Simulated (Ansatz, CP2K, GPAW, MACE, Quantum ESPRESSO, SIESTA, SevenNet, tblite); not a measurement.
**Running random rock-salt alloy of CaS and PbS (64 atoms) with Quantum ESPRESSO**

How near does Quantum ESPRESSO come to plane waves for random rock-salt alloy of CaS and PbS (64 atoms)?

Method: the method is named at each step, in Quantum ESPRESSO 7.5.

## 1. The structure

The cell holds 64 atoms: 12 Pb, 32 S and 20 Ca. Its edges and angles: a = 11.565 Å, b = 11.565 Å, c = 11.565 Å, α = 90.0°, β = 90.0°, γ = 90.0°. It derives from CaS (rock-salt), repeated 2×2×2. Rock-salt CaS, 2 x 2 x 2 conventional cells, 12 of 32 Ca sites given to Pb at random (x = 0.375), lattice by Vegard's rule (a = 5.782 Å); not relaxed, displaced by a Gaussian of 0.02 Å. Then every atom was moved at random, 0.05 Å r.m.s. a Cartesian component.

The yardstick, on the same geometry:

* method: Kohn-Sham DFT, PBE, PAW, plane waves (Ansatz 0.2.0); cutoff 420 eV, Γ point, fermi-dirac smearing of 0.05 eV; PAW set soft_2
* r.m.s. force component: 0.4182 eV/Å
* longest force: 1.355 eV/Å
* pressure: 2.794 GPa
* gap (highest filled to lowest empty level): 1.828 eV
* SCF cycles: 8
* time: 8.4 s on 8 threads of Arm Neoverse V2, shared host
* CPU time: 62 s

## 2. PBE, sssp-1.3.0-efficiency, 45/360 Ry

Method: Kohn-Sham DFT, PBE, SSSP efficiency 1.3.0 pseudopotentials, plane waves.

The input, pw.in:

```
&control
  calculation = 'scf'
  pseudo_dir = './pseudo'
  outdir = './tmp'
  disk_io = 'none'
  tprnfor = .true.
  tstress = .true.
/
&system
  ibrav = 0
  nat = 64
  ntyp = 3
  ecutwfc = 45
  ecutrho = 360
  nosym = .true.
  occupations = 'smearing'
  smearing = 'fd'
  degauss = 0.003675
/
&electrons
  conv_thr = 3.2e-07
  electron_maxstep = 100
  mixing_beta = 0.2
  mixing_mode = 'local-TF'
  diagonalization = 'david'
/
ATOMIC_SPECIES
Pb 207.200 Pb.upf
S 32.060 S.upf
Ca 40.078 Ca.upf
CELL_PARAMETERS angstrom
11.56460 0.00000 0.00000
0.00000 11.56460 0.00000
0.00000 0.00000 11.56460
ATOMIC_POSITIONS crystal
Pb 0.99598 0.99910 0.99366
S 0.25642 0.99880 0.99511
Pb 0.99717 0.25211 0.25556
S 0.24990 0.25005 0.25150
Ca 0.24374 0.99857 0.25037
S 0.00138 0.00168 0.24691
Ca 0.25176 0.24286 0.00148
S 0.00417 0.24185 0.00221
Pb 0.01004 0.99426 0.50413
S 0.24322 0.00017 0.50062
Ca 0.99513 0.24849 0.74713
S 0.24340 0.25534 0.73996
Ca 0.25248 0.99901 0.74588
S 0.00146 0.99652 0.75238
Pb 0.24822 0.25503 0.50508
S 0.00236 0.25388 0.49972
Ca 0.00695 0.50208 0.00232
S 0.24655 0.50011 0.99386
Pb 0.99780 0.74224 0.25061
S 0.25539 0.75520 0.25569
Ca 0.24992 0.49888 0.24459
S 0.00498 0.50203 0.25252
Pb 0.25739 0.75215 0.99776
S 0.00555 0.75249 0.99638
Pb 0.99528 0.49448 0.49781
S 0.25181 0.49538 0.50710
Ca 0.00177 0.74707 0.75937
S 0.24743 0.74916 0.75413
Ca 0.25351 0.49315 0.74399
S 0.99324 0.49276 0.74426
Ca 0.24556 0.74487 0.50249
S 0.99801 0.74861 0.49645
Ca 0.49924 0.01275 0.99955
S 0.75391 0.99952 0.99879
Pb 0.49178 0.25580 0.25448
S 0.75101 0.25019 0.24410
Ca 0.74653 0.99538 0.25884
S 0.49531 0.99365 0.24850
Ca 0.74835 0.24826 0.00302
S 0.50384 0.25189 0.99971
Ca 0.50007 0.00096 0.50033
S 0.74661 0.00048 0.49786
Ca 0.50223 0.24577 0.74953
S 0.74881 0.25033 0.75223
Pb 0.74903 0.99743 0.74913
S 0.49398 0.00546 0.75096
Ca 0.75612 0.25738 0.49820
S 0.49108 0.25013 0.49837
Ca 0.50190 0.49523 0.00307
S 0.74401 0.49965 0.99824
Ca 0.49982 0.74880 0.25216
S 0.74902 0.74644 0.24421
Pb 0.75478 0.49775 0.25539
S 0.50108 0.50468 0.24628
Ca 0.74575 0.75611 0.00058
S 0.49187 0.74476 0.00316
[... 4 atom lines left out ...]
Pb 0.74433 0.49489 0.74747
S 0.49614 0.49710 0.74915
Pb 0.75428 0.75950 0.51210
S 0.50219 0.74551 0.50940
K_POINTS gamma
```

Command:

```sh
$ OMP_NUM_THREADS=1 mpirun -np 4 pw.x -in pw.in > output.txt
```

Output:

```text
Program PWSCF
     gamma-point specific algorithms are used
     one sub-group per band group will be used
     scalapack distributed-memory algorithm (size of sub-group:  2*  2 procs)
     Parallelization info
     sticks:   dense  smooth     PW     G-vecs:    dense   smooth      PW
     Min        3416    1709    426               301015   106390   13241
     Max        3418    1712    428               301022   106396   13244
     Sum       13669    6841   1709              1204079   425573   52971
     bravais-lattice index     =            0
     lattice parameter (alat)  =      21.8539  a.u.
     unit-cell volume          =   10437.3068 (a.u.)^3
     number of atoms/cell      =           64
     number of atomic types    =            3
     number of electrons       =       560.00
     number of Kohn-Sham states=          336
     kinetic-energy cutoff     =      45.0000  Ry
     charge density cutoff     =     360.0000  Ry
     scf convergence threshold =      3.2E-07
     mixing beta               =       0.2000
     number of iterations used =            8  local-TF  mixing
     Exchange-correlation= SLA  PW   PBE  PBE
                           (   1   4   3   4   0   0   0)
     crystal axes: (cart. coord. in units of alat)
               a(1) = (   1.000000   0.000000   0.000000 )
               a(2) = (   0.000000   1.000000   0.000000 )
               a(3) = (   0.000000   0.000000   1.000000 )
     reciprocal axes: (cart. coord. in units 2 pi/alat)
               b(1) = (  1.000000  0.000000  0.000000 )
               b(2) = (  0.000000  1.000000  0.000000 )
               b(3) = (  0.000000  0.000000  1.000000 )
     PseudoPot. # 1 for Pb:
     Pseudo is Projector augmented-wave + core cor, Zval = 14.0
     PseudoPot. # 2 for S :
     Pseudo is Ultrasoft + core correction, Zval =  6.0
     PseudoPot. # 3 for Ca:
     Pseudo is Ultrasoft + core correction, Zval = 10.0
     atomic species   valence    mass     pseudopotential
     Pb               14.00   207.20000     Pb( 1.00)
     S                 6.00    32.06000     S ( 1.00)
     Ca               10.00    40.07800     Ca( 1.00)
     No symmetry found
   Cartesian axes
     number of k points=     1  Fermi-Dirac smearing, width (Ry)=  0.0037
                       cart. coord. in units 2pi/alat
        k(    1) = (   0.0000000   0.0000000   0.0000000), wk =   2.0000000
     Dense  grid:   602040 G-vectors     FFT dimensions: ( 135, 135, 135)
     Smooth grid:   212787 G-vectors     FFT dimensions: (  96,  96,  96)
     Initial potential from superposition of free atoms
     starting charge     559.8614, renormalised to     560.0000
     Starting wfcs are  436 randomized atomic wfcs
     Self-consistent Calculation
     iteration #  1     ecut=    45.00 Ry     beta= 0.20
     Threshold (ethr) on eigenvalues was too large:
     Diagonalizing with lowered threshold
     total energy              =  -12723.76386611 Ry
     estimated scf accuracy    <       3.82835013 Ry
     iteration #  2     ecut=    45.00 Ry     beta= 0.20
     total energy              =  -12722.65494383 Ry
     estimated scf accuracy    <       2.82015469 Ry
     iteration #  3     ecut=    45.00 Ry     beta= 0.20
     total energy              =  -12723.19116430 Ry
     estimated scf accuracy    <       0.24679940 Ry
     iteration #  4     ecut=    45.00 Ry     beta= 0.20
     total energy              =  -12723.25293892 Ry
     estimated scf accuracy    <       0.15403154 Ry
     iteration #  5     ecut=    45.00 Ry     beta= 0.20
     total energy              =  -12723.24178082 Ry
     estimated scf accuracy    <       0.11054791 Ry
     iteration #  6     ecut=    45.00 Ry     beta= 0.20
     total energy              =  -12723.26020210 Ry
     estimated scf accuracy    <       0.02209450 Ry
[...]
c_bands:  2 eigenvalues not converged
[...]
c_bands:  1 eigenvalues not converged
[...]
total energy              =  -12723.26081524 Ry
[...]
iteration # 25     ecut=    45.00 Ry     beta= 0.20
     total energy              =  -12723.26081532 Ry
     estimated scf accuracy    <       0.00000138 Ry
     iteration # 26     ecut=    45.00 Ry     beta= 0.20
     total energy              =  -12723.26081509 Ry
     estimated scf accuracy    <       0.00000089 Ry
     iteration # 27     ecut=    45.00 Ry     beta= 0.20
     End of self-consistent calculation
          k = 0.0000 0.0000 0.0000 ( 26486 PWs)   bands (ev):
   -32.9841 -32.9585 -32.9111 -32.9018 -32.8695 -32.8258 -32.8191 -32.8054
   -32.7758 -32.7703 -32.7605 -32.7357 -32.7263 -32.7261 -32.7202 -32.7083
   -32.6833 -32.5985 -32.5278 -32.5049 -14.0142 -14.0109 -14.0102 -13.9902
   -13.9880 -13.9755 -13.9491 -13.9381 -13.9368 -13.9322 -13.9249 -13.9186
   -13.9092 -13.9019 -13.8927 -13.8809 -13.8729 -13.8669 -13.8650 -13.8568
   -13.8526 -13.8484 -13.8372 -13.8248 -13.8133 -13.8105 -13.8057 -13.8041
[...]
11.4114  11.4236  11.4499  11.4659  11.4889  11.5002  11.5312  11.5542
    11.5787  11.5965  11.6300  11.6437  11.6670  11.6782  11.6995  11.7048
    11.7476  11.7567  11.7761  11.7964  11.8076  11.8472  11.8571  11.8658
     the Fermi energy is     8.4804 ev
!    total energy              =  -12723.26081514 Ry
     estimated scf accuracy    <       0.00000031 Ry
     smearing contrib. (-TS)   =      -0.00000001 Ry
     internal energy E=F+TS    =  -12723.26081513 Ry
     The total energy is F=E-TS. E is the sum of the following terms:
     one-electron contribution =   -1019.70639529 Ry
     hartree contribution      =     789.13127568 Ry
     xc contribution           =   -1043.62951556 Ry
     ewald contribution        =   -2707.65397787 Ry
     one-center paw contrib.   =   -8741.40220210 Ry
     convergence has been achieved in  27 iterations
     Forces acting on atoms (cartesian axes, Ry/au):
     atom    1 type  1   force =     0.01726399   -0.00006258    0.02074204
     atom    2 type  2   force =     0.00962120    0.02936947    0.00324731
     atom    3 type  1   force =     0.00132069   -0.02016674   -0.01342072
     atom    4 type  2   force =    -0.00010938    0.00165732   -0.02948298
     atom    5 type  3   force =     0.00236178    0.00237169   -0.00463769
     atom    6 type  2   force =    -0.00860518    0.00250478    0.01615277
[...]
atom   62 type  2   force =    -0.01202789    0.00061183   -0.00090259
     atom   63 type  1   force =    -0.00754251   -0.01776488   -0.03107470
     atom   64 type  2   force =    -0.02233172    0.01455052   -0.01399346
     Total force =     0.227651     Total SCF correction =     0.001075
     Computing stress (Cartesian axis) and pressure
          total   stress  (Ry/bohr**3)                   (kbar)     P=       27.87
   0.00015122  -0.00000249  -0.00000181           22.25       -0.37       -0.27
  -0.00000249   0.00022762   0.00000018           -0.37       33.48        0.03
  -0.00000181   0.00000018   0.00018954           -0.27        0.03       27.88
     Message from routine punch:
     Nothing written, as per user request (disk_io='none')
```

It took 5.8 min on 4 MPI ranks of Arm Neoverse V2, shared host; peak memory 3.5 GiB; 23 min of CPU time.

Banners, paths, timers and routine set-up lines are dropped from the logs unmarked, and long logs keep their key lines alone; longer cuts are marked.

Compared with the plane-wave run:

```
r.m.s. force component                           : 0.4224 eV/Å
r.m.s. difference of force components            : 5.534 meV/Å
longest difference of force vectors              : 19.26 meV/Å
force difference over r.m.s. force               : 1.323 %
slope of forces against the reference's          : 1.01
correlation of force components                  : 1
gap (highest filled to lowest empty level) : 1.836 eV
gap difference                                   : 0.0085 eV
pressure                                         : 2.787 GPa
pressure difference                              : -0.0068 GPa
```

Length of the force difference by element (eV/Å):

```tsv
element	atoms	mean	most
Ca	20	0.0015	0.0026
Pb	12	0.009	0.017
S	32	0.011	0.019
```

Levels nearest the highest filled one (eV from it): -1.28, -1.21, -1.20, -1.17, -0.75, -0.67, -0.58, -0.52, -0.45, -0.09, -0.03, 0.00, 1.84, 1.87, 1.92, 1.97, 1.99, 2.03, 2.08, 2.27, 2.55, 2.65, 2.67, 2.68.

A closer look about S12, which bears the longest force: 9 atoms, nearest first, numbered in the order of the input, with positions taken from that point.

```tsv
atom	x	y	z	distance (Å)	bonds	Fx	Fy	Fz (eV/Å)
S12	0.00	0.00	0.00	0.00	6	0.22	-0.53	1.24
Pb15	0.06	0.00	-2.72	2.72	6	0.04	-0.18	-0.47
Ca29	0.12	2.75	0.05	2.75	6	-0.25	0.36	0.38
Ca11	-2.87	-0.08	0.08	2.87	6	0.15	0.00	0.25
Ca13	0.11	-2.96	0.07	2.97	6	-0.25	0.02	0.24
Ca43	2.99	-0.11	0.11	3.00	6	-0.14	0.36	-0.09
Ca7	0.10	-0.14	3.02	3.03	6	-0.17	0.30	-0.09
S26	0.10	2.78	-2.69	3.87	6	0.48	0.94	-0.58
S16	-2.79	-0.02	-2.78	3.94	6	-0.97	-0.40	0.45
```

Forces lie 1.3 % from the reference's, at 23 times its CPU time (on 4 against 8 cores).

## 3. What came out

| Item | Value |
| --- | --- |
| force difference from the reference | QE PBE, sssp-1.3.0-efficiency, 45/360 Ry, 1.3 % |
| its CPU time | 23 min |

**Reading.** PBE on plane waves or a grid with other potentials, cutoffs or grids differs from the reference by 1.3 % (QE PBE, sssp-1.3.0-efficiency, 45/360 Ry) of the r.m.s. force; this holds the reference's own error, so differences of a few per cent don't tell which side is nearer the exact PBE result (QE's 45 Ry are 612 eV, against the reference's 420 eV). PBE gaps agree with the reference's 1.83 eV within 0.009 eV. These are spacings on the run's k-points, which needn't hold the band edges. The host structure and its lattice constant were typed by rule, without a check against the phase diagram. The reference's pressure of 2.8 GPa belongs to a cell and atoms that aren't relaxed at this level. The electronic-structure runs sample only Γ, in a cell whose shortest periodic width is 12 Å. Spin–orbit coupling is left out, which matters for the levels of the heavy elements.

[Also dropped from logs without a mark: logging warnings of Python, and SIESTA's first energy breakdown and zero terms.]

[Logs are printed without paths, hosts, clocks, repeated set-up lines and the standing remarks that a program may print on its own settings, such as how far it seeks lower states.]

[Hosts, paths, dates, database ids (printed as entryN), source tags and the programs' standing remarks are cut or masked in the printed files.]
